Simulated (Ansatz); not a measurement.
# SrCa3Te4: complex band structure, part 3 of 3

Aim: relax a made-up compound, SrCa3Te4, and see how good a tunnel barrier it would be. It is built by putting Te for O, Sr for Cd in the Ca3CdO4 structure of space group Cmmm, with the volume rescaled by atomic radii. The parent structure comes from the Materials Project.

Ansatz 0.2.0; r2SCAN DFT, plane waves, PAW files (the session's first sound run).

So far, gap on the k-mesh (eV): step 3 (band edges) 2.00.

The structure was built from a prototype and need not be the compound's stable phase.

**6. Band edges at another level, cutoff 420 eV**

This step: PBEsol DFT, plane waves, PAW files (Ansatz 0.2.0).

The edges again with PBEsol, at the same atoms. Against that run the cutoff is 420 eV against 500.

Contents of input.yaml:

```yaml
crystal:
  lattice:
    - [4.5723107709, -6.4644596902, 0.0]
    - [4.5723107709, 6.4644596902, 0.0]
    - [0.0, 0.0, 4.5707959097]
  atoms:
    - { symbol: Ca, position: [0.5, 0.5, 0.0] }
    - { symbol: Ca, position: [0.5, 0.0, 0.5] }
    - { symbol: Ca, position: [0.0, 0.5, 0.5] }
    - { symbol: Sr, position: [0.0, 0.0, 0.0] }
    - { symbol: Te, position: [0.2542828002, 0.7457171998, 0.0] }
    - { symbol: Te, position: [0.2585965422, 0.2585965422, 0.5] }
    - { symbol: Te, position: [0.7414034578, 0.7414034578, 0.5] }
    - { symbol: Te, position: [0.7457171998, 0.2542828002, 0.0] }
kpoints:
  mp_grid: { grid: [4, 4, 6] }
  band_path: { path: [VBM, CBM], npoints: 30 }
scf:
  occupations: { method: fixed }
hamiltonian:
  xc: pbesol
output:
  eigenvalues: true
```

Launch:

```bash
$ ansatz run input.yaml --threads 2 --pin off --max-ram 4096MiB --backend cpu --events-out ev --progress --plain --runs-dir out
```

Numbers of over 12 decimals in the logs are rounded to 6 here.

The program printed:

```text
[...]
Crystal: 8 atoms, lattice volume = 270.203 Å³
Basis set: ecut = 420 eV, 5285 PW (Γ)
Bands: 63, of which v1, the nominal top of the filled ones, is band 52 counted from 1 (51 counted from 0)
Symmetry: 8 space group operations
[...]
k-points: 28 of 96
[...]
SCF iter   1: F=—  HF=-36492.794980 eV  |F-HF|=—  |Δ(HF+E_count)|=         —  Δρ=2.30e-3  dr2=1.77e-2  ethr=1.77e-3  ⟨swp⟩=6.1  Hψ=6151  notcnv=0  defer=232
[...]
SCF iter   7: F=-36492.792727 eV  HF=-36492.792727 eV  |F-HF|=3.41e-9  |Δ(HF+E_count)|=   5.69e-8  Δρ=1.64e-6  dr2=9.97e-9  ethr=9.62e-11  ⟨swp⟩=21.5  Hψ=11435  notcnv=0
SCF 1 converged in 7 iterations: F = -36492.792727 eV  dr2 = 9.97e-9
[...]
SCF converged after 7 iterations
Free energy (F): -36492.792727 eV
[...]
Internal energy: -36492.792727 eV  (E = F + TS)
E sigma→0 (E₀):  -36492.792727 eV
Fermi energy:    6.770651 eV
[...]
--- Band table (eV; the first three rows and the last of 28) ---
  k-point 0: bands = [... 48 lower, 5.7814, 6.7636, 6.7665, 6.7707, 8.2950, 9.5449, 9.7644, 9.7691, ... 7 higher]
  k-point 1: bands = [... 48 lower, 5.7349, 5.8978, 6.4794, 6.5132, 8.8624, 9.8637, 9.8890, 9.9444, ... 7 higher]
  k-point 2: bands = [... 48 lower, 5.4654, 5.6377, 5.9127, 5.9978, 9.8724, 10.2192, 10.2270, 10.3453, ... 7 higher]
  k-point 27: bands = [... 48 lower, 5.7043, 5.7786, 5.7856, 5.8481, 8.2905, 8.2998, 9.9765, 10.3323, ... 7 higher]
```

Wall time 62 s (2 threads of Arm Neoverse V2, shared host); peak memory 0.73 GiB.

Numbers from this step:

- free energy: -36492.7927 eV
- Fermi energy: 6.771 eV
- gap on the k-mesh: 1.520 eV
- gap on path: 1.520 eV, by band count; negative where bands overlap
- direct gap on path: 1.524 eV

Electronic bands along the path, in eV, zero at the Fermi level (highest filled level under fixed occupations); v1 is the highest filled band, c1 the lowest empty one:

```csv
point,v4,v3,v2,v1,c1,c2,c3,c4
VBM,-0.99,-0.01,0.00,0.00,1.52,2.77,2.99,3.00
halfway,-1.12,-1.05,-0.64,-0.64,2.12,3.59,3.64,3.64
CBM,-1.07,-0.99,-0.99,-0.92,1.52,1.53,3.21,3.56
```

The searched edges give 1.52 eV, as on the mesh.

Between step 3 and this run (PBEsol and cutoff 420 eV) the value for the gap on the k-mesh moves from 2.00 eV to 1.52 eV.

**7. Complex bands at another level, cutoff 420 eV**

This step: PBEsol DFT, plane waves, PAW files; complex bands by layer matching along the plane's normal (Ansatz 0.2.0).

The complex bands at that level, over its own gap, at (0, 0) and (-0.5, 0).

Contents of input.yaml:

```yaml
crystal:
  lattice:
    - [4.57079591, 0.0, 0.0]
    - [0.0, 9.144621542, 0.0]
    - [0.0, 4.572310771, 6.46445969]
  atoms:
    - { symbol: Ca, position: [0.0, 0.5, 0.0] }
    - { symbol: Ca, position: [0.5, 0.5, 0.5] }
    - { symbol: Ca, position: [0.5, 0.0, 0.5] }
    - { symbol: Sr, position: [0.0, 0.0, 0.0] }
    - { symbol: Te, position: [0.0, 0.2542828002, 0.4914343996] }
    - { symbol: Te, position: [0.5, 0.2585965422, 0.0] }
    - { symbol: Te, position: [0.5, 0.7414034578, 0.0] }
    - { symbol: Te, position: [0.0, 0.7457171998, 0.5085656004] }
kpoints:
  mp_grid: { grid: [6, 4, 4] }
scf:
  occupations: { method: fixed }
hamiltonian:
  xc: pbesol
output:
  eigenvalues: true
  transmission:
    leads: [[0, 0]]
    kpoints: [[0.0, 0.0], [-0.5, 0.0]]
    e_range: [-1.0, 2.52]
    de: 0.07
```

The program printed:

```text
[...]
Crystal: 8 atoms, lattice volume = 270.203 Å³
Basis set: ecut = 420 eV, 5285 PW (Γ)
Bands: 63, of which v1, the nominal top of the filled ones, is band 52 counted from 1 (51 counted from 0)
Symmetry: 8 space group operations
[...]
k-points: 28 of 96
[...]
SCF iter   1: F=—  HF=-36492.795038 eV  |F-HF|=—  |Δ(HF+E_count)|=         —  Δρ=2.30e-3  dr2=1.78e-2  ethr=1.77e-3  ⟨swp⟩=6.1  Hψ=6137  notcnv=0  defer=233
[...]
SCF iter   7: F=-36492.792723 eV  HF=-36492.792723 eV  |F-HF|=3.81e-9  |Δ(HF+E_count)|=   5.61e-8  Δρ=1.66e-6  dr2=1.04e-8  ethr=9.62e-11  ⟨swp⟩=21.8  Hψ=11540  notcnv=0
SCF 1 converged in 7 iterations: F = -36492.792723 eV  dr2 = 1.04e-8
[...]
transmission: 11 of 22 steps passed
transmission: 22 of 22 steps passed
SCF converged after 7 iterations
Free energy (F): -36492.792723 eV
[...]
Internal energy: -36492.792723 eV  (E = F + TS)
E sigma→0 (E₀):  -36492.792723 eV
Fermi energy:    6.770651 eV
[...]
--- Band table (eV; the first three rows and the last of 28) ---
  k-point 0: bands = [... 48 lower, 5.7814, 6.7636, 6.7665, 6.7707, 8.2950, 9.5449, 9.7644, 9.7691, ... 7 higher]
  k-point 1: bands = [... 48 lower, 5.8591, 5.8691, 6.5196, 6.5266, 8.4534, 9.4670, 10.0026, 10.2712, ... 7 higher]
  k-point 2: bands = [... 48 lower, 6.0692, 6.0733, 6.1768, 6.1842, 8.8856, 8.9032, 10.3024, 10.4190, ... 7 higher]
  k-point 27: bands = [... 48 lower, 5.5461, 5.5725, 5.5915, 5.6594, 9.1551, 9.1675, 10.4072, 10.4967, ... 7 higher]
--- Transmission ---
  basis      : 373 plane waves across, 11 finite elements along
  points     : 2, as listed
[...]
crystal 0  : Ca3Sr1Te4, at the sites [0, 0], period 6.4645 Å: whole cells are its period
[...]
channels       : 0.000000e0 a spin
[...]
slowest decay  : 0.1408 /Å at (0.0000, 0.0000)
```

Elapsed: 2.1 min, on 2 threads; peak memory 1.4 GiB.

Numbers from this step:

* level to which the leads are filled: 0.7599 eV from the Fermi level
* decay constant at the filling level, zone centre: 0.1408 Å⁻¹
* decay constant at the filling level, slowest listed point: 0.1408 Å⁻¹

K parallel (0, 0); values up to 1.5 1/Å, a degenerate pair printed once or twice; energies at which all values exceed this have no row. The Im kz of the slowest decaying states by energy, zero at the highest filled level on the SCF mesh:

```
energy (eV)  decay 1 (Å⁻¹)  decay 2 (Å⁻¹)  decay 3 (Å⁻¹)  decay 4 (Å⁻¹)
    -1.0000         0.0716          0.223          0.270          0.352
    -0.7200          0.381          0.452          0.454          0.483
    -0.5100          0.457          0.463          0.486          0.507
    -0.2300          0.444          0.479          0.507          0.548
    -0.0200          0.436          0.485          0.515          0.566
     0.2600         0.0947          0.203          0.205          0.427
     0.4700          0.120          0.252          0.253          0.419
     0.7500          0.141          0.287          0.288          0.407
     1.0300          0.152          0.303          0.304          0.393
     1.2400          0.156          0.307          0.307          0.319
     1.5200         0.0399          0.156          0.302          0.303
     1.7300          0.152          0.293          0.293          0.349
     2.0100          0.142          0.272          0.273          0.326
     2.2200          0.129          0.250          0.251          0.306
     2.5000          0.100          0.208          0.209          0.275
```

K parallel (0, 0). Table of Re kz of states that move upwards by energy, zero at the highest filled level on the SCF mesh:

```
energy (eV)  channel 1 (Å⁻¹)  channel 2 (Å⁻¹)  channel 3 (Å⁻¹)
      -1.00           -0.248           0.0502                -
      -0.86           -0.222            0.298            0.307
      -0.79           -0.210            0.375            0.380
      -0.65           -0.184                -                -
      -0.51           -0.407           -0.402           -0.157
      -0.37           -0.319           -0.315           -0.130
      -0.30           -0.277           -0.273           -0.115
      -0.16           -0.189           -0.184          -0.0805
      -0.02          -0.0630          -0.0505          -0.0249
       0.12                -                -                -
       0.19                -                -                -
       0.33                -                -                -
       0.47                -                -                -
       0.54                -                -                -
       0.68                -                -                -
       0.82                -                -                -
       0.96                -                -                -
       1.03                -                -                -
       1.17                -                -                -
       1.31                -                -                -
       1.38                -                -                -
       1.52                -                -                -
       1.66            0.225                -                -
       1.80            0.323                -                -
       1.87            0.363                -                -
       2.01            0.434                -                -
       2.15           -0.475                -                -
       2.29           -0.415                -                -
       2.36           -0.386                -                -
       2.50           -0.328                -                -
```

K parallel (-0.5, 0); values up to 1.5 1/Å, a degenerate pair printed once or twice; energies at which all values exceed this have no row. Table of Im kz of the slowest decaying states by energy, zero at the highest filled level on the SCF mesh:

| energy (eV) | decay 1 (Å⁻¹) | decay 2 (Å⁻¹) | decay 3 (Å⁻¹) | decay 4 (Å⁻¹) |
| --- | --- | --- | --- | --- |
| -1.00 | 0.0864 | 0.172 | 0.219 | 0.276 |
| -0.86 | 0.0833 | 0.113 | 0.114 | 0.145 |
| -0.72 | 0.141 | 0.156 | 0.156 | 0.180 |
| -0.58 | 0.174 | 0.182 | 0.182 | 0.204 |
| -0.44 | 0.198 | 0.200 | 0.201 | 0.223 |
| -0.30 | 0.213 | 0.213 | 0.216 | 0.237 |
| -0.16 | 0.221 | 0.221 | 0.230 | 0.248 |
| -0.02 | 0.225 | 0.225 | 0.241 | 0.257 |
| 0.12 | 0.226 | 0.227 | 0.249 | 0.264 |
| 0.26 | 0.225 | 0.225 | 0.256 | 0.269 |
| 0.40 | 0.221 | 0.221 | 0.262 | 0.272 |
| 0.54 | 0.214 | 0.215 | 0.266 | 0.274 |
| 0.68 | 0.205 | 0.206 | 0.269 | 0.275 |
| 0.82 | 0.193 | 0.194 | 0.271 | 0.276 |
| 0.96 | 0.177 | 0.178 | 0.272 | 0.275 |
| 1.10 | 0.157 | 0.159 | 0.272 | 0.273 |
| 1.24 | 0.131 | 0.133 | 0.270 | 0.271 |
| 1.38 | 0.0949 | 0.0978 | 0.266 | 0.270 |
| 1.52 | 0.0246 | 0.261 | 0.267 | 0.450 |
| 1.66 | 0.256 | 0.264 | 0.442 | 0.480 |
| 1.80 | 0.249 | 0.260 | 0.432 | 0.471 |
| 1.94 | 0.241 | 0.255 | 0.422 | 0.460 |
| 2.08 | 0.232 | 0.250 | 0.411 | 0.449 |
| 2.22 | 0.222 | 0.243 | 0.399 | 0.435 |
| 2.36 | 0.210 | 0.236 | 0.385 | 0.420 |
| 2.50 | 0.196 | 0.227 | 0.370 | 0.404 |

At the listed wavevectors the last open channel is at -0.02 eV and the next at +1.52 eV on the grid. At +0.75 eV, the grid energy nearest the filling level (the middle of the gap on the SCF mesh), the slowest state at the listed wavevectors decays with κ = 0.141 Å⁻¹, its amplitude falling by e over 7.1 Å; the first such run, plane (010), gave 0.170 Å⁻¹.

**8. Summary of results**

| Item | Value |
| --- | --- |
| band gap | 2.00 eV |
| least decay constant at mid-gap, normal to (010) | 0.170 Å⁻¹ |
| least decay constant on a mesh, normal to (010) | 0.170 Å⁻¹ |
| least decay constant, PBEsol | 0.141 Å⁻¹ |

With r2SCAN, the slowest decay at the wavevectors tried is κ = 0.170 Å⁻¹, normal to (010). Through such a film the transmission near mid-gap falls as exp(−2κd), a factor of ten every 6.8 Å. A free electron under a barrier of half the gap would need a mass of 0.11 mₑ to decay at this rate. With PBEsol the gap goes from 2.00 to 1.52 eV and the decay constant, over the first 2 listed wavevectors, from 0.170 to 0.141 Å⁻¹. The compound is made up by substitution; its stability against other phases and against distortions of the cell's symmetry was not tested. r2SCAN still narrows gaps, if less than LDA and GGA do, while spin-orbit coupling, left out here, narrows them in compounds of heavy elements, so the error in κ can go either way.

[Logs are printed without paths, hosts, clocks, repeated set-up lines and the standing remarks that a program may print on its own settings, such as how far it seeks lower states.]

[Hosts, paths, dates, database ids (printed as entryN), source tags and the programs' standing remarks are cut or masked in the printed files.]
